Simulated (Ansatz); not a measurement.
**Decaying states in the gap of K3BrF2**

Aim: relax a made-up compound, K3BrF2, and see how good a tunnel barrier it would be. It is built by putting F for Cl in the K3BrCl2 structure of space group P-3m1, with the volume rescaled by atomic radii. The parent structure comes from the Materials Project.

Main program and level: Ansatz 0.2.0; LDA DFT, plane waves, PAW files, in the first sound run; inputs show where later runs differ.

The structure was built from a prototype and need not be the compound's stable phase.

### Step 1. The structure

It takes space group P-3m1 (No. 164, trigonal). The conventional cell has a = 4.336 Å, b = 4.336 Å, c = 10.636 Å, α = 90.00°, β = 90.00°, γ = 120.00°. Nearest to K lie 6 F at 3.04 Å. K has 3 F at 3.03 Å and 3 Br at 3.13 Å nearest. Nearest to Br lie 6 K at 3.13 Å. Nearest to F lie 6 K at 3.03 to 3.04 Å. It derives from K3BrCl2. F for Cl in the K3BrCl2 structure of space group P-3m1. Farther neighbours and most contacts between anions are not listed.

### Step 2. Relaxing the new crystal

The substituted atoms don't fit the parent's cell, so cell and atoms relax together. A small smearing keeps the run stable in case the gap closes on the way.

The input, input.yaml:

```yaml
crystal:
  lattice:
    - [4.3359040815, 0.0, 0.0]
    - [-2.1679520407, 3.7550030829, 0.0]
    - [0.0, 0.0, 10.6357890471]
  atoms:
    - { symbol: K, position: [0.0, 0.0, 0.5] }
    - { symbol: K, position: [0.3333333333, 0.6666666667, 0.17698219] }
    - { symbol: K, position: [0.6666666667, 0.3333333333, 0.82301781] }
    - { symbol: Br, position: [0.0, 0.0, 0.0] }
    - { symbol: F, position: [0.3333333333, 0.6666666667, 0.66169314] }
    - { symbol: F, position: [0.6666666667, 0.3333333333, 0.33830686] }
kpoints:
  mp_grid: { grid: [6, 6, 2] }
scf:
  occupations: { method: gaussian, width: 0.03 }
hamiltonian:
  xc: lda
output:
  forces: true
  stress: true
relax:
  f_tol: 0.02
  max_steps: 60
  cell: {}
```

Launch:

```
$ ansatz run input.yaml --threads 2 --pin off --max-ram 4096MiB --backend cpu --events-out ev --progress --plain --runs-dir out
```

Numbers of over 12 decimals in the logs are rounded to 6 here.

What it wrote:

```text
Engine: ansatz 0.2.0, x86_64-unknown-linux-gnu
Pseudopotentials: kind: paw
Pseudopotential: K, paw, valence charge 9, recommended cutoff 420 eV (normal), K.paw.azcp
Pseudopotential: Br, paw, valence charge 7, recommended cutoff 420 eV (normal), Br.paw.azcp
Pseudopotential: F, paw, valence charge 7, recommended cutoff 420 eV (normal), F.paw.azcp
Functional definition: SPW92
  exchange = slater_x
  correlation = pw_c
Crystal: 6 atoms, lattice volume = 173.165 Å³
Basis set: ecut = 420 eV, 3401 PW (Γ)
Bands: 30, of which v1, the nominal top of the filled ones, is band 24 counted from 1 (23 counted from 0)
Symmetry: 12 space group operations
Space group: P-3m1 (ITA 164), of the structure as read, at distance tolerance 5.6e-5 Å
k-points: 14 of 72
Non-local potential: K, projectors of the file, l = 0: 3, l = 1: 2, l = 2: 2
Non-local potential: Br, projectors of the file, l = 0: 2, l = 1: 2, l = 2: 2
Non-local potential: F, projectors of the file, l = 0: 2, l = 1: 2, l = 2: 1
PAW form: soft (Blöchl's): semilocal exchange-correlation on the pseudo side does not see the compensation charge
PAW frozen core: K, regenerated for the run's functional, and the local potential with it (the file was generated under x = pbe(κ = 0.804, μ = 0.219515), c = pbe(β = 0.066725))
PAW frozen core: Br, regenerated for the run's functional, and the local potential with it (the file was generated under x = pbe(κ = 0.804, μ = 0.219515), c = pbe(β = 0.066725))
PAW frozen core: F, regenerated for the run's functional, and the local potential with it (the file was generated under x = pbe(κ = 0.804, μ = 0.219515), c = pbe(β = 0.066725))
PAW one-centre angular grid: K, 110 points (default); XC on 64 Gauss nodes
PAW one-centre angular grid: Br, 110 points (default); XC on 64 Gauss nodes
PAW one-centre angular grid: F, 110 points (default); XC on 64 Gauss nodes
Initial density: superposition of atomic densities (neutral atoms: chi_scale 0, normalization atom), corrected by the library's trained network
Initial wavefunctions: pseudopotential atomic-orbital guess
Functional: x = slater, c = lda
SCF iter   1: F=—  HF=-8777.812190 eV  |F-HF|=—  |Δ(HF+E_count)|=         —  Δρ=1.02e-2  dr2=1.39e-1  ethr=1.77e-3  ⟨swp⟩=10.4  Hψ=2345  notcnv=0  defer=1
preconditioner: auto → Resta (q_TF=auto, 2.203 Å⁻¹)  ε∞=2.7  [insulator: Δε(μ)=4.103 eV  Ē_g=14.214 eV  σ=0.030 eV  W_gap=1.00  n_scr=36 (ndim 8)  ℏωp=18.3 eV  f_vac=0.174  D(μ)=0.00/eV (n_scr^D=0)  ε∞_Penn≈2.7]
SCF iter   2: F=—  HF=-8777.783555 eV  |F-HF|=—  |Δ(HF+E_count)|=   2.86e-2  Δρ=5.35e-3  dr2=2.39e-2  ethr=2.90e-4  ⟨swp⟩=2.0  Hψ=888  notcnv=0  defer=21
SCF iter   3: F=—  HF=-8777.777632 eV  |F-HF|=—  |Δ(HF+E_count)|=   5.92e-3  Δρ=1.80e-3  dr2=3.82e-3  ethr=4.99e-5  ⟨swp⟩=2.1  Hψ=755  notcnv=0  defer=22
SCF iter   4: F=—  HF=-8777.776530 eV  |F-HF|=—  |Δ(HF+E_count)|=   1.10e-3  Δρ=2.44e-4  dr2=1.32e-4  ethr=7.96e-6  ⟨swp⟩=2.0  Hψ=646  notcnv=0  defer=22
SCF iter   5: F=—  HF=-8777.776530 eV  |F-HF|=—  |Δ(HF+E_count)|=   1.04e-7  Δρ=3.52e-5  dr2=3.91e-6  ethr=2.75e-7  ⟨swp⟩=2.0  Hψ=657  notcnv=0  defer=22
SCF iter   6: F=—  HF=-8777.776531 eV  |F-HF|=—  |Δ(HF+E_count)|=   1.01e-6  Δρ=6.94e-6  dr2=1.12e-7  ethr=8.15e-9  ⟨swp⟩=2.0  Hψ=653  notcnv=0  defer=22
SCF iter   7: F=-8777.776531 eV  HF=-8777.776531 eV  |F-HF|=2.78e-9  |Δ(HF+E_count)|=   3.43e-8  Δρ=1.75e-6  dr2=5.33e-9  ethr=2.08e-10  ⟨swp⟩=4.0  Hψ=1414  notcnv=0
SCF 1 converged in 7 iterations: F = -8777.776531 eV  dr2 = 5.33e-9
  greatest PAW one-centre occupation: 0.985 electrons in one spin orbital (limit 2), on the K atom at site 2 (counted from 0), in its partial waves of l = 0
relax step   1: F+E_penalty+E_count = -8777.77653067 eV  Δ(F+E_penalty+E_count) = +0.000e0 eV  max|allowed force component| = 6.881e-1 eV/Å  Δτ_max = 0.0000 Å  P = -3.710 GPa  Ω = 173.165 Å³  (7 SCF iters, dr2 threshold 1.00e-7 eV, accepted)
Crystal: 6 atoms, lattice volume = 156.547 Å³
Basis set: ecut = 420 eV, 2981 PW (Γ)
Initial density: handed on by an earlier stage of this run
Initial wavefunctions: those handed on with the density
iter 1 solved again at ethr=9.56e-4 eV; its pass at ethr=3.10e-3 eV (dr2=4.59e-1 eV) is discarded
SCF iter   1: F=—  HF=-8778.536906 eV  |F-HF|=—  |Δ(HF+E_count)|=         —  Δρ=1.62e-2  dr2=4.66e-1  ethr=9.56e-4  ⟨swp⟩=1.0  Hψ=2606  notcnv=0
preconditioner: auto → Resta (q_TF=auto, 2.240 Å⁻¹)  ε∞=2.8  [insulator: Δε(μ)=3.508 eV  Ē_g=14.502 eV  σ=0.030 eV  W_gap=1.00  n_scr=36 (ndim 8)  ℏωp=19.2 eV  f_vac=0.098  D(μ)=0.00/eV (n_scr^D=0)  ε∞_Penn≈2.8]
SCF iter   2: F=—  HF=-8778.391328 eV  |F-HF|=—  |Δ(HF+E_count)|=   1.46e-1  Δρ=8.01e-3  dr2=6.26e-2  ethr=9.56e-4  ⟨swp⟩=2.2  Hψ=719  notcnv=0
SCF iter   3: F=—  HF=-8778.373723 eV  |F-HF|=—  |Δ(HF+E_count)|=   1.76e-2  Δρ=2.52e-3  dr2=1.36e-2  ethr=1.30e-4  ⟨swp⟩=2.6  Hψ=901  notcnv=0  defer=21
SCF iter   4: F=—  HF=-8778.369750 eV  |F-HF|=—  |Δ(HF+E_count)|=   3.97e-3  Δρ=1.00e-3  dr2=1.43e-3  ethr=2.83e-5  ⟨swp⟩=2.0  Hψ=658  notcnv=0  defer=21
SCF iter   5: F=—  HF=-8778.369444 eV  |F-HF|=—  |Δ(HF+E_count)|=   3.07e-4  Δρ=1.44e-4  dr2=3.68e-5  ethr=2.98e-6  ⟨swp⟩=2.0  Hψ=483  notcnv=0  defer=21
SCF iter   6: F=—  HF=-8778.369444 eV  |F-HF|=—  |Δ(HF+E_count)|=   1.73e-7  Δρ=1.88e-5  dr2=1.10e-6  ethr=7.68e-8  ⟨swp⟩=2.7  Hψ=720  notcnv=0  defer=21
SCF iter   7: F=-8778.369444 eV  HF=-8778.369444 eV  |F-HF|=3.99e-9  |Δ(HF+E_count)|=   7.24e-8  Δρ=4.88e-6  dr2=3.67e-8  ethr=1.25e-9  ⟨swp⟩=4.2  Hψ=1360  notcnv=0
SCF 2 converged in 7 iterations: F = -8778.369444 eV  dr2 = 3.67e-8
relax step   2: F+E_penalty+E_count = -8778.36944371 eV  Δ(F+E_penalty+E_count) = -5.929e-1 eV  max|allowed force component| = 3.120e-1 eV/Å  Δτ_max = 0.1950 Å  P = -3.325 GPa  Ω = 156.547 Å³  energy of the carried Pulay correction = +2.280e-2 eV  (7 SCF iters, dr2 threshold 6.00e-7 eV, accepted)
Crystal: 6 atoms, lattice volume = 136.127 Å³
Basis set: ecut = 420 eV, 2685 PW (Γ)
iter 1 solved again at ethr=1.51e-3 eV; its pass at ethr=3.10e-3 eV (dr2=7.27e-1 eV) is discarded
SCF iter   1: F=—  HF=-8779.087305 eV  |F-HF|=—  |Δ(HF+E_count)|=         —  Δρ=2.61e-2  dr2=7.32e-1  ethr=1.51e-3  ⟨swp⟩=1.1  Hψ=2762  notcnv=0
preconditioner: auto → Resta (q_TF=auto, 2.293 Å⁻¹)  ε∞=2.9  [insulator: Δε(μ)=3.623 eV  Ē_g=14.841 eV  σ=0.030 eV  W_gap=1.00  n_scr=36 (ndim 8)  ℏωp=20.6 eV  f_vac=0.049  D(μ)=0.00/eV (n_scr^D=0)  ε∞_Penn≈2.9]
SCF iter   2: F=—  HF=-8778.861449 eV  |F-HF|=—  |Δ(HF+E_count)|=   2.26e-1  Δρ=1.24e-2  dr2=1.05e-1  ethr=1.51e-3  ⟨swp⟩=2.1  Hψ=799  notcnv=0
SCF iter   3: F=—  HF=-8778.829059 eV  |F-HF|=—  |Δ(HF+E_count)|=   3.24e-2  Δρ=4.23e-3  dr2=2.05e-2  ethr=2.18e-4  ⟨swp⟩=2.8  Hψ=907  notcnv=0  defer=20
SCF iter   4: F=—  HF=-8778.822062 eV  |F-HF|=—  |Δ(HF+E_count)|=   7.00e-3  Δρ=1.08e-3  dr2=1.02e-3  ethr=4.27e-5  ⟨swp⟩=2.0  Hψ=590  notcnv=0  defer=20
SCF iter   5: F=—  HF=-8778.821902 eV  |F-HF|=—  |Δ(HF+E_count)|=   1.60e-4  Δρ=1.73e-4  dr2=4.77e-5  ethr=2.13e-6  ⟨swp⟩=2.0  Hψ=484  notcnv=0  defer=20
SCF iter   6: F=—  HF=-8778.821898 eV  |F-HF|=—  |Δ(HF+E_count)|=   3.94e-6  Δρ=4.39e-5  dr2=2.77e-6  ethr=9.94e-8  ⟨swp⟩=2.1  Hψ=590  notcnv=0  defer=20
SCF iter   7: F=-8778.821898 eV  HF=-8778.821898 eV  |F-HF|=1.91e-8  |Δ(HF+E_count)|=   5.28e-8  Δρ=6.90e-6  dr2=5.93e-8  ethr=1.25e-9  ⟨swp⟩=4.8  Hψ=1475  notcnv=0
SCF 3 converged in 7 iterations: F = -8778.821898 eV  dr2 = 5.93e-8
relax step   3: F+E_penalty+E_count = -8778.82189845 eV  Δ(F+E_penalty+E_count) = -4.525e-1 eV  max|allowed force component| = 1.215e-1 eV/Å  Δτ_max = 0.1603 Å  P = -1.306 GPa  Ω = 136.127 Å³  energy of the carried Pulay correction = +5.420e-2 eV  (7 SCF iters, dr2 threshold 6.00e-7 eV, accepted)
[...]
relax step   4: F+E_penalty+E_count = -8778.86496515 eV  Δ(F+E_penalty+E_count) = -4.307e-2 eV  max|allowed force component| = 6.728e-2 eV/Å  Δτ_max = 0.0931 Å  P = +0.976 GPa  Ω = 125.472 Å³  energy of the carried Pulay correction = +7.229e-2 eV  (7 SCF iters, dr2 threshold 6.00e-7 eV, accepted)
[...]
relax step   5: F+E_penalty+E_count = -8778.87306134 eV  Δ(F+E_penalty+E_count) = -8.096e-3 eV  max|allowed force component| = 1.981e-2 eV/Å  Δτ_max = 0.0360 Å  P = -0.028 GPa  Ω = 129.457 Å³  energy of the carried Pulay correction = +6.537e-2 eV  (6 SCF iters, dr2 threshold 6.00e-7 eV, accepted)
[...]
relax step   6: F+E_penalty+E_count = -8778.85614952 eV  Δ(F+E_penalty+E_count) = +1.691e-2 eV  max|allowed force component| = 2.001e-2 eV/Å  Δτ_max = 0.0000 Å  P = -0.302 GPa  Ω = 129.457 Å³  stress off target by 3.06e-1 GPa  SCF on the basis re-selected at this cell (its energy is not comparable with the rows above)  (6 SCF iters)
[...]
relax step   7: F+E_penalty+E_count = -8778.85972259 eV  Δ(F+E_penalty+E_count) = -3.573e-3 eV  max|allowed force component| = 3.302e-3 eV/Å  Δτ_max = 0.0103 Å  P = +0.012 GPa  Ω = 128.205 Å³  energy of the carried Pulay correction = +2.124e-3 eV  (5 SCF iters, dr2 threshold 2.34e-7 eV, accepted)
iter 1 solved again at ethr=3.84e-8 eV; its pass at ethr=3.10e-3 eV (dr2=1.85e-5 eV) is discarded
SCF iter   1: F=—  HF=-8778.857983 eV  |F-HF|=—  |Δ(HF+E_count)|=         —  Δρ=6.36e-5  dr2=8.71e-7  ethr=3.84e-8  ⟨swp⟩=4.4  Hψ=3687  notcnv=0
preconditioner: auto → Resta (q_TF=auto, 2.316 Å⁻¹)  ε∞=3.0  [insulator: Δε(μ)=3.649 eV  Ē_g=15.186 eV  σ=0.030 eV  W_gap=1.00  n_scr=36 (ndim 8)  ℏωp=21.3 eV  f_vac=0.048  D(μ)=0.00/eV (n_scr^D=0)  ε∞_Penn≈3.0]
SCF iter   2: F=—  HF=-8778.857985 eV  |F-HF|=—  |Δ(HF+E_count)|=   1.70e-6  Δρ=2.86e-5  dr2=3.17e-7  ethr=1.81e-9  ⟨swp⟩=2.0  Hψ=678  notcnv=0
SCF iter   3: F=—  HF=-8778.857985 eV  |F-HF|=—  |Δ(HF+E_count)|=   1.85e-8  Δρ=1.34e-5  dr2=5.01e-8  ethr=6.60e-10  ⟨swp⟩=2.0  Hψ=504  notcnv=0
SCF iter   4: F=—  HF=-8778.857985 eV  |F-HF|=—  |Δ(HF+E_count)|=  8.59e-10  Δρ=9.28e-7  dr2=1.78e-9  ethr=1.04e-10  ⟨swp⟩=2.0  Hψ=638  notcnv=0
SCF iter   5: F=-8778.857985 eV  HF=-8778.857985 eV  |F-HF|=9.09e-12  |Δ(HF+E_count)|=  5.82e-11  Δρ=1.64e-7  dr2=3.26e-11  ethr=1.00e-12  ⟨swp⟩=4.0  Hψ=1934  notcnv=0
SCF 8 converged in 5 iterations: F = -8778.857985 eV  dr2 = 3.26e-11
relax step   8: F+E_penalty+E_count = -8778.85798491 eV  Δ(F+E_penalty+E_count) = +1.738e-3 eV  max|allowed force component| = 3.500e-3 eV/Å  Δτ_max = 0.0000 Å  P = -0.010 GPa  Ω = 128.205 Å³  stress off target by 2.73e-2 GPa  SCF on the basis re-selected at this cell (its energy is not comparable with the rows above)  (5 SCF iters)
basis re-selected at this cell: Δ(F+E_penalty+E_count) = +1.738e-3 eV, ΔP = -0.023 GPa vs the last step (what re-selecting the basis moved, of the pressure what is left beyond the Pulay correction that the steps carried, after the strain that the cell walked since its last selection, with what the two solves' SCF thresholds leave and, on support functions, any second-order correction that the steps lacked; it is no m [...]
SCF converged after 5 iterations
Free energy (F): -8778.857985 eV
Harris-Foulkes:  -8778.857985 eV  (|F-HF|=9.09e-12)
Internal energy: -8778.857985 eV  (E = F + TS)
E sigma→0 (E₀):  -8778.857985 eV
Fermi energy:    5.493671 eV
--- Per-component energies (eV) ---
  E_band       = -351.555130
  E_kinetic    = 1310.750382
  E_local      = -3234.466663  (includes V_loc(G=0)·N_el)
  E_nonlocal   = 269.690637
  E_hartree    = 1171.132935
  E_xc         = -820.152744
  E_vxc        = -802.550342  (∫ρ·V_xc dr)
  E_paw        = -4763.383079  (= ΣΔE_a)
  E_vpaw       = -237.248956  (= ΣTr[D̂ρ^β])
  E_aug_tail   = 0.004016  (compensation charges beyond the density's cutoff)
  E_ewald      = -2713.638984
  E_core_change = 1.205515  (= ΣΔE_core)
  E_smearing   = -0.000000  (= −TS)
  E_closure    = 0.000000  (closes the sum)
  Σ components = -8778.857985   (vs F -8778.857985, Δ=0.00e0)
--- Forces (eV/Å), atoms counted from 1 ---
  atom   1  K      0.00000000     0.00000000     0.00000000
  atom   2  K     -0.00000000     0.00000000     0.00083272
  atom   3  K      0.00000000    -0.00000000    -0.00083272
  atom   4  Br     0.00000000    -0.00000000     0.00000000
  atom   5  F      0.00000000    -0.00000000    -0.00350045
  atom   6  F     -0.00000000     0.00000000     0.00350045
  max |Σ_I F_I| component: 2.24e-18 eV/Å
--- Stress (GPa, compression-positive) ---
       -0.001801       0.000000       0.000000
        0.000000      -0.001801      -0.000000
        0.000000       0.000000      -0.027306
  P = ⅓ Tr σ = -0.0103 GPa (-0.103 kbar)
--- Relaxed structure (6 steps of the walk, 6 accepted, 2 SCFs on fresh bases) ---
  F+E_penalty+E_count = -8778.85798491 eV   max|allowed force component| = 3.500e-3 eV/Å   (the final SCF, on the basis selected at the relaxed cell)
  cell:  # Å, volume = 128.2051 Å³
    - [3.903597, -2.5989365756438063e-11, 0]
    - [-1.951799, 3.380614, 0]
    - [0, 0, 9.715045]
  atoms:
    - { symbol: K, position: [0, 0, 0.500000] }
    - { symbol: K, position: [0.333333, 0.666667, 0.216722] }
    - { symbol: K, position: [0.666667, 0.333333, 0.783278] }
    - { symbol: Br, position: [0, 0, -1.304819769023008e-18] }
    - { symbol: F, position: [0.333333, 0.666667, 0.641165] }
    - { symbol: F, position: [0.666667, 0.333333, 0.358835] }
```

Run time: 16 s. Hardware: 2 threads of Intel Xeon Platinum 8259CL at 2.50GHz (Skylake/Cascade Lake), shared host; peak memory 0.47 GiB; 28 s of CPU time.

Relaxation path:

```tsv
step	energy less that of the first step (eV)	largest force component (eV/Å)	pressure (GPa)	volume (Å³)
1	0.0000	0.6881	-3.71	173.16
2	-0.5929	0.3120	-3.33	156.55
3	-1.0454	0.1215	-1.31	136.13
4	-1.0884	0.0673	0.98	125.47
5	-1.0965	0.0198	-0.03	129.46
6*	-1.0796	0.0200	-0.30	129.46
7	-1.0832	0.0033	0.01	128.21
8*	-1.0815	0.0035	-0.01	128.21
```

Relaxation steps marked * repeat the geometry before them on a plane-wave basis chosen anew for their cell, so energy and pressure can jump there.

Forces are held to the 12 operations that the run works with; a distortion that breaks them can't arise in this run.

```tsv
conventional cell, symmetrised	before	after	change
a (Å)	4.336	3.904	-10.0 %
b (Å)	4.336	3.904	-10.0 %
c (Å)	10.636	9.715	-8.7 %
volume (Å³/atom)	28.86	21.37	-26.0 %
```

The atoms that moved most (Å, as changes of fractional coordinates times the final cell):

```tsv
atom	dx	dy	dz	length
K2	0.000	0.000	0.386	0.386
K3	0.000	0.000	-0.386	0.386
F6	0.000	0.000	0.199	0.199
F5	0.000	0.000	-0.199	0.199
```

The relaxed structure:

```xyz
6
Lattice="3.9036 0.0000 0.0000 -1.9518 3.3806 0.0000 0.0000 0.0000 9.7150" Properties=species:S:1:pos:R:3 pbc="T T T"
K     0.0000    0.0000    4.8575
K     0.0000    2.2537    2.1055
K     1.9518    1.1269    7.6096
Br    0.0000    0.0000    0.0000
F     0.0000    2.2537    6.2289
F     1.9518    1.1269    3.4861
```

Numbers from this step:

* free energy: -8778.8580 eV
* Fermi energy: 5.494 eV
* pressure: -0.01030 GPa

The largest force component on a free atom ends at 0.0035 eV/Å.

(Continued in part 2 of 3.)

[Logs are printed without paths, hosts, clocks, repeated set-up lines and the standing remarks that a program may print on its own settings, such as how far it seeks lower states.]

[Hosts, paths, dates, database ids (printed as entryN), source tags and the programs' standing remarks are cut or masked in the printed files.]
